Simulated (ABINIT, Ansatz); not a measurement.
## CsH (Pm-3m): a worked LO-TO splitting

How high does the longitudinal optical mode of CsH (Pm-3m) lie, given the transverse one, the Born charge and ε∞?

Method: DFT LDA, scalar-relativistic, plane waves, PseudoDojo norm-conserving pseudopotentials, in ABINIT 10.8.3.

**1. The relaxed structure**

It takes space group Pm-3m (No. 221, cubic). The conventional cell has a = 3.637 Å, b = 3.637 Å, c = 3.637 Å, α = 90.00°, β = 90.00°, γ = 90.00°. Cs has 8 H at 3.15 Å nearest. Nearest to H lie 8 Cs at 3.15 Å. Farther neighbours are not listed.

Structure file:

```xyz
2
Lattice="3.6366 0.0000 0.0000 0.0000 3.6366 0.0000 0.0000 0.0000 3.6366" Properties=species:S:1:pos:R:3 pbc="T T T"
Cs    0.0000    0.0000    0.0000
H     1.8183    1.8183    1.8183
```

This is the cell after its relaxation at this level of theory, not the database cell from which that began.

**2. What the response run gave**

A linear-response run on the relaxed cell, with the response to an electric field; only its zone-centre results are used. Cutoff 31 Ha, k mesh 6×6×6.

Numbers of over 12 decimals in the logs are rounded to 6 here.

Output:

```text
[banners, grids, parts of the stress and lines that vanish by symmetry left out]
- input  file    -> dfpt_gamma.abi
- output file    -> dfpt_gamma.abo
- root for input  files -> dfpt_gammai
[...]
DATASET    1 : space group Pm -3 m (#221); Bravais cP (primitive cubic)
[...]
nfft =       46656          nkpt =         112
[...]
DATASET    2 : space group Pm -3 m (#221); Bravais cP (primitive cubic)
[...]
nfft =       46656          nkpt =         112
[...]
== DATASET  1 ==================================================================
[...]
cutoff_energies: {ecut:  31.0, pawecutdg:  -1.0, }
[...]
-  1.00000   1.00000  180309                  znucl, zion, pspdat
[...]
Perturbation : derivative vs k along direction   1
[...]
-ETOT  1  -9.500824     -9.501E+00 5.156E-02 0.000E+00
 ETOT  2  -9.506168     -5.343E-03 4.208E-04 0.000E+00
 ETOT  3  -9.506267     -9.937E-05 6.073E-06 0.000E+00
 ETOT  4  -9.506270     -3.129E-06 6.204E-07 0.000E+00
 ETOT  5  -9.506270     -1.252E-07 1.385E-08 0.000E+00
[...]
At SCF step   16   max residual=  9.99E-21 < tolwfr=  1.00E-20 =>converged.
[...]
Perturbation : derivative vs k along direction   2
[...]
-ETOT  1  -9.500897     -9.501E+00 5.156E-02 0.000E+00
[...]
At SCF step   16   max residual=  9.99E-21 < tolwfr=  1.00E-20 =>converged.
[...]
Perturbation : derivative vs k along direction   3
[...]
-ETOT  1  -9.500824     -9.501E+00 5.156E-02 0.000E+00
[...]
At SCF step   16   max residual=  9.99E-21 < tolwfr=  1.00E-20 =>converged.
[...]
1        1       1.3308134680    0.0000000000
     1        2       0.0000000000    0.0000000000
     1        3       0.0000000000    0.0000000000
     2        1       0.0000000000    0.0000000000
     2        2       1.3308134680    0.0000000000
     2        3       0.0000000000    0.0000000000
     3        1       0.0000000000    0.0000000000
     3        2       0.0000000000    0.0000000000
     3        3       1.3308134680    0.0000000000
[...]
== DATASET  2 ==================================================================
[...]
cutoff_energies: {ecut:  31.0, pawecutdg:  -1.0, }
[...]
Perturbation : displacement of atom   1   along direction   1
[...]
-ETOT  1  0.506233     -4.340E+02 2.213E+00 4.272E+01
[...]
At SCF step   10       vres2   =  6.37E-12 < tolvrs=  1.00E-10 =>converged.
[...]
Perturbation : displacement of atom   2   along direction   1
[...]
-ETOT  1  0.466414     -4.378E+01 1.224E-01 5.226E+02
[...]
At SCF step    9       vres2   =  5.54E-11 < tolvrs=  1.00E-10 =>converged.
[...]
Perturbation : homogeneous electric field along direction   1
[...]
-ETOT  1  -66.596025328508     -6.660E+01 2.140E+00 7.646E+03
[...]
ETOT 10  -70.209970256416     -3.303E-11 6.538E-12 2.921E-10
 ETOT 11  -70.209970256418     -2.203E-12 5.004E-13 2.731E-12
 At SCF step   11       vres2   =  2.73E-12 < tolvrs=  1.00E-10 =>converged.
[...]
Dielectric tensor, in cartesian coordinates,
[...]
1    4   1    4         4.2520031229        -0.0000000000
   1    4   2    4        -0.0000000000        -0.0000000000
   1    4   3    4        -0.0000000000        -0.0000000000
   2    4   1    4        -0.0000000000        -0.0000000000
   2    4   2    4         4.2520031229        -0.0000000000
   2    4   3    4        -0.0000000000        -0.0000000000
   3    4   1    4        -0.0000000000        -0.0000000000
   3    4   2    4        -0.0000000000        -0.0000000000
   3    4   3    4         4.2520031229        -0.0000000000
  Effective charges, in cartesian coordinates,
[...]
1    1   1    4         1.1715012697         0.0000000000
   2    1   1    4         0.0000000000         0.0000000000
   3    1   1    4         0.0000000000         0.0000000000
   1    2   1    4        -1.1761437388         0.0000000000
   2    2   1    4         0.0000000000         0.0000000000
[...]
Effective charges, in cartesian coordinates,
[...]
2    4   1    2         0.0000000000         0.0000000000
   3    4   1    2         0.0000000000         0.0000000000
   1    4   2    2         0.0000000000         0.0000000000
   2    4   2    2        -1.1761435251         0.0000000000
   3    4   2    2         0.0000000000         0.0000000000
   1    4   3    2         0.0000000000         0.0000000000
   2    4   3    2         0.0000000000         0.0000000000
   3    4   3    2        -1.1761435251         0.0000000000
  Phonon wavevector (reduced coordinates) :  0.00000  0.00000  0.00000
 Phonon energies in Hartree :
[...]
Phonon frequencies in cm-1    :
-  7.223039E-02  7.223101E-02  7.223284E-02  4.155181E+02  4.155181E+02
-  4.155181E+02
  Phonon at Gamma, with non-analyticity in the
[...]
Phonon energies in Hartree :
[...]
Phonon frequencies in cm-1    :
-  7.223040E-02  7.223101E-02  1.357420E-01  4.155181E+02  4.155181E+02
-  7.108941E+02
  Phonon at Gamma, with non-analyticity in the
[...]
Phonon energies in Hartree :
[...]
Phonon frequencies in cm-1    :
-  7.223039E-02  7.223284E-02  1.357411E-01  4.155181E+02  4.155181E+02
-  7.108941E+02
  Phonon at Gamma, with non-analyticity in the
[...]
Phonon energies in Hartree :
[...]
Phonon frequencies in cm-1    :
-  7.223101E-02  7.223284E-02  1.357407E-01  4.155181E+02  4.155181E+02
-  7.108941E+02
[...]
fcart2     0.0000000000E+00  0.0000000000E+00  0.0000000000E+00
           strten2     0.0000000000E+00  0.0000000000E+00  0.0000000000E+00
================================================================================
```

| quantity | value |
| --- | --- |
| cell volume Ω (Å³) | 48.095 |
| mass of Cs (u) | 132.905 |
| mass of H (u) | 1.008 |
| Born charge of Cs, raw (e) | 1.171 |
| Born charge of H, raw (e) | -1.176 |
| ε∞ | 4.252 |
| ω(TO) after the sum rule (cm⁻¹) | 415.5 |

**3. The calculation**

The charges must sum to zero over the cell; taking off their mean, -0.002 e, leaves Z* = 1.174 e on Cs. In the polar mode Cs moves against H, so the reduced mass is μ = 132.91 × 1.01 / 133.91 = 1.000 u.

A longitudinal wave builds up a field that adds to the restoring force: ω(LO)² = ω(TO)² + 4π Z*² / (μ Ω ε∞), in Hartree atomic units. With μ = 1824 electron masses and Ω = 324.56 bohr³ the second term is 6.8797e-06 Ha², or 331391 cm⁻² (1 Ha = 219474.6 cm⁻¹).

So ω(LO) = √(172657 + 331391) = 710.0 cm⁻¹, and by the Lyddane-Sachs-Teller relation ε₀ = ε∞ (ω(LO)/ω(TO))² = 12.41.

**4. Check against the program**

The analysis program adds the same non-analytic term to the full matrix.

Output:

```text
[banners, grids, parts of the stress and lines that vanish by symmetry left out]
-outvars_anaddb: echo values of input variables ----------------------

 Flags :
[...]
Dielectric Tensor and Effective Charges
[...]
Effective charge tensors after
[...]
Phonon wavevector (reduced coordinates) :  0.00000  0.00000  0.00000
 Phonon energies in Hartree :
[...]
Phonon energies in meV     :
-  0.000000E+00  0.000000E+00  0.000000E+00  5.151764E+01  5.151764E+01
-  5.151764E+01
 Phonon frequencies in cm-1    :
-  0.000000E+00  0.000000E+00  0.000000E+00  4.155178E+02  4.155178E+02
-  4.155178E+02
 Phonon frequencies in Thz     :
-  0.000000E+00  0.000000E+00  0.000000E+00  1.245691E+01  1.245691E+01
-  1.245691E+01
 Phonon energies in Kelvin  :
-  0.000000E+00  0.000000E+00  0.000000E+00  5.978374E+02  5.978374E+02
-  5.978374E+02
[...]
-  1  0.00000000E+00  0.00000000E+00  2.02398824E-03
-     0.00000000E+00  0.00000000E+00  0.00000000E+00
-  2  0.00000000E+00  0.00000000E+00  2.02398461E-03
-     0.00000000E+00  0.00000000E+00  0.00000000E+00
[...]
-  1  0.00000000E+00  2.02398824E-03  0.00000000E+00
-     0.00000000E+00  0.00000000E+00  0.00000000E+00
-  2  0.00000000E+00  2.02398461E-03  0.00000000E+00
-     0.00000000E+00  0.00000000E+00  0.00000000E+00
[...]
-  1  2.02398824E-03  0.00000000E+00  0.00000000E+00
-     0.00000000E+00  0.00000000E+00  0.00000000E+00
-  2  2.02398461E-03  0.00000000E+00  0.00000000E+00
-     0.00000000E+00  0.00000000E+00  0.00000000E+00
[...]
-  1  0.00000000E+00  0.00000000E+00  1.76259764E-04
-     0.00000000E+00  0.00000000E+00  0.00000000E+00
-  2  0.00000000E+00  0.00000000E+00 -2.32413851E-02
-     0.00000000E+00  0.00000000E+00  0.00000000E+00
[...]
-  1  0.00000000E+00  1.76259764E-04  0.00000000E+00
-     0.00000000E+00  0.00000000E+00  0.00000000E+00
-  2  0.00000000E+00 -2.32413851E-02  0.00000000E+00
-     0.00000000E+00  0.00000000E+00  0.00000000E+00
[...]
-  1  1.76259764E-04  0.00000000E+00  0.00000000E+00
-     0.00000000E+00  0.00000000E+00  0.00000000E+00
-  2 -2.32413851E-02  0.00000000E+00  0.00000000E+00
-     0.00000000E+00  0.00000000E+00  0.00000000E+00
[...]
-     1          0.000000     0.000000     0.000001     0.000001
-     2          0.000000     0.000001     0.000000     0.000001
-     3          0.000001     0.000000     0.000000     0.000001
-     4          0.000000     0.000000     1.182691     1.182691
-     5          0.000000     1.182691     0.000000     1.182691
-     6          1.182691     0.000000     0.000000     1.182691
[...]
-   1     Real    0.0000E+00  0.0000E+00  0.0000E+00  0.0000E+00  0.0000E+00  0.0000E+00  0.0000E+00
[...]
-  8.802685E+01
 Phonon frequencies in cm-1    :
-  0.000000E+00  0.000000E+00  0.000000E+00  4.155178E+02  4.155178E+02
-  7.099844E+02
 Phonon frequencies in Thz     :
-  0.000000E+00  0.000000E+00  0.000000E+00  1.245691E+01  1.245691E+01
-  2.128480E+01
 Phonon energies in Kelvin  :
-  0.000000E+00  0.000000E+00  0.000000E+00  5.978374E+02  5.978374E+02
-  1.021509E+03
[...]
-  1  0.00000000E+00  0.00000000E+00  2.02398824E-03
-     0.00000000E+00  0.00000000E+00  0.00000000E+00
-  2  0.00000000E+00  0.00000000E+00  2.02398461E-03
-     0.00000000E+00  0.00000000E+00  0.00000000E+00
[...]
Phonon at Gamma, with non-analyticity in the
[...]
Phonon energies in Hartree :
[...]
Phonon energies in meV     :
-  0.000000E+00  0.000000E+00  0.000000E+00  5.151764E+01  5.151764E+01
-  8.802685E+01
 Phonon frequencies in cm-1    :
-  0.000000E+00  0.000000E+00  0.000000E+00  4.155178E+02  4.155178E+02
-  7.099844E+02
 Phonon frequencies in Thz     :
-  0.000000E+00  0.000000E+00  0.000000E+00  1.245691E+01  1.245691E+01
-  2.128480E+01
 Phonon energies in Kelvin  :
-  0.000000E+00  0.000000E+00  0.000000E+00  5.978374E+02  5.978374E+02
-  1.021509E+03
[...]
Phonon at Gamma, with non-analyticity in the
[...]
Phonon energies in Hartree :
[...]
Phonon energies in meV     :
-  0.000000E+00  0.000000E+00  0.000000E+00  5.151764E+01  5.151764E+01
-  8.802685E+01
 Phonon frequencies in cm-1    :
-  0.000000E+00  0.000000E+00  0.000000E+00  4.155178E+02  4.155178E+02
-  7.099844E+02
 Phonon frequencies in Thz     :
-  0.000000E+00  0.000000E+00  0.000000E+00  1.245691E+01  1.245691E+01
-  2.128480E+01
 Phonon energies in Kelvin  :
-  0.000000E+00  0.000000E+00  0.000000E+00  5.978374E+02  5.978374E+02
-  1.021509E+03
[...]
-  1  7.04332091E-06 -2.02386848E-03 -2.08602872E-05
-     0.00000000E+00  0.00000000E+00  0.00000000E+00
-  2  7.04250693E-06 -2.02386565E-03 -2.08610511E-05
-     0.00000000E+00  0.00000000E+00  0.00000000E+00
[...]
-  1  2.02396937E-03  6.98960567E-06  5.24434995E-06
-     0.00000000E+00  0.00000000E+00  0.00000000E+00
-  2  2.02396654E-03  6.99039388E-06  5.24514130E-06
-     0.00000000E+00  0.00000000E+00  0.00000000E+00
[...]
-  1  2.95349665E-05  1.07214140E-04 -1.36749107E-04
-     0.00000000E+00  0.00000000E+00  0.00000000E+00
-  2 -3.89444260E-03 -1.41371183E-02  1.80315609E-02
-     0.00000000E+00  0.00000000E+00  0.00000000E+00
[...]
-  1  1.40852246E-04 -9.60041545E-05 -4.48480918E-05
-     0.00000000E+00  0.00000000E+00  0.00000000E+00
-  2 -1.85725955E-02  1.26589840E-02  5.91361155E-03
-     0.00000000E+00  0.00000000E+00  0.00000000E+00
[...]
Direction                     Dielectric constant
[...]
0.00000   0.00000   1.00000     12.41400421
   1.00000   1.00000   1.00000     12.41400421
-
```

| quantity | by hand | program |
| --- | --- | --- |
| ω(LO) (cm⁻¹) | 710.0 | 710.0 |
| ε₀ | 12.41 | 12.41 |

**5. Results**

```
TO mode                    : 415.5 cm⁻¹
LO mode                    : 710.0 cm⁻¹
static dielectric constant : 12.41
```

The LO mode of CsH (Pm-3m) lies at 710 cm⁻¹, 294 cm⁻¹ above the TO mode; the formula meets the program within 0.1 cm⁻¹, as it must for a cubic crystal with one polar mode. ω(LO)² − ω(TO)² goes with Z*²/ε∞: an error of 5 % in ε∞ would move the LO mode by 11.2 cm⁻¹, and semilocal functionals tend to overestimate ε∞. These are harmonic values at zero temperature, at the volume of this functional, for the structure held cubic; stability elsewhere in the zone is no part of this calculation.

[Host names and launcher messages were left out of these logs when they were recorded.]

[Logs are printed without paths, hosts, clocks, repeated set-up lines and the standing remarks that a program may print on its own settings, such as how far it seeks lower states.]

[Hosts, paths, dates, database ids (printed as entryN), source tags and the programs' standing remarks are cut or masked in the printed files.]
